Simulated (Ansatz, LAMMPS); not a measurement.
# What went wrong? aqueous Sr2+ and TFSI-, 8.8 mol of salt per kg of water at 360 K (150 atoms)

Program: Ansatz 0.2.0. The cell: 6 N, 12 S, 43 O, 12 C, 36 F, 38 H and 3 Sr.

Input file input.yaml:

```yaml
crystal:
  lattice:
    - [12.39774, 0.0, 0.0]
    - [0.0, 12.39774, 0.0]
    - [0.0, 0.0, 12.39774]
  atoms:
    - { symbol: "N", position: [0.0439, 0.90893, 0.53516] }
    - { symbol: S, position: [0.1063, 0.83463, 0.46127] }
    - { symbol: O, position: [0.0655, 0.72376, 0.45413] }
    - { symbol: O, position: [0.22196, 0.83787, 0.47733] }
    - { symbol: C, position: [0.08449, 0.89665, 0.3263] }
    - { symbol: F, position: [0.07487, 0.00764, 0.33613] }
    - { symbol: F, position: [0.99512, 0.85429, 0.27361] }
    - { symbol: F, position: [0.17072, 0.88558, 0.25918] }
    - { symbol: S, position: [0.91445, 0.90633, 0.51641] }
    - { symbol: O, position: [0.87698, 0.95645, 0.41847] }
    - { symbol: O, position: [0.86175, 0.80234, 0.53552] }
    - { symbol: C, position: [0.8798, 0.00363, 0.63008] }
    - { symbol: F, position: [0.77546, 0.03575, 0.6297] }
    - { symbol: F, position: [0.94133, 0.09603, 0.63151] }
    - { symbol: F, position: [0.89783, 0.95874, 0.73295] }
    - { symbol: "N", position: [0.53822, 0.06077, 0.93633] }
    - { symbol: S, position: [0.50593, 0.00909, 0.0411] }
    - { symbol: O, position: [0.58367, 0.99314, 0.12915] }
    [... 126 atom lines left out ...]
    - { symbol: O, position: [0.48875, 0.6122, 0.26344] }
    - { symbol: H, position: [0.48167, 0.53447, 0.24309] }
    - { symbol: H, position: [0.54192, 0.64806, 0.21453] }
    - { symbol: Sr, position: [0.75852, 0.39755, 0.94458] }
    - { symbol: Sr, position: [0.95876, 0.54657, 0.4521] }
    - { symbol: Sr, position: [0.3959, 0.74219, 0.41057] }
kpoints:
  mp_grid: { grid: [1, 1, 1] }
hamiltonian:
  xc: pbesol
scf:
  occupations: { method: fermi_dirac, width: 0.05 }
  max_iter: 100
output:
  forces: true
basis:
  ecutwfc: "400 K"
```

Started as:

```
ansatz run input.yaml --threads 4 --pin off --max-ram 8192MiB --backend cpu --events-out ev --progress --plain --runs-dir out
```

What it wrote:

```text
Error: inconsistent input (basis.ecutwfc, kpoints): the smallest per-k basis holds n_pw = 1 plane waves (k-point 0, counted from 0 among those solved) but the deck needs at least 365 band(s) per channel, and no run solves more bands than the smallest per-k basis has plane waves; [...]
```

Wall time 0.12 s (4 threads of Arm Neoverse V2, shared host); peak memory 0.09 GiB.

What is at fault here, and what would mend it?

A cutoff in the wrong unit: basis.ecutwfc = "400 K".

The fix is to take out basis.ecutwfc.

The program refused it before any cycle.

[Logs are printed without paths, hosts, clocks, repeated set-up lines and the standing remarks that a program may print on its own settings, such as how far it seeks lower states.]

[Hosts, paths, dates, database ids (printed as entryN), source tags and the programs' standing remarks are cut or masked in the printed files.]
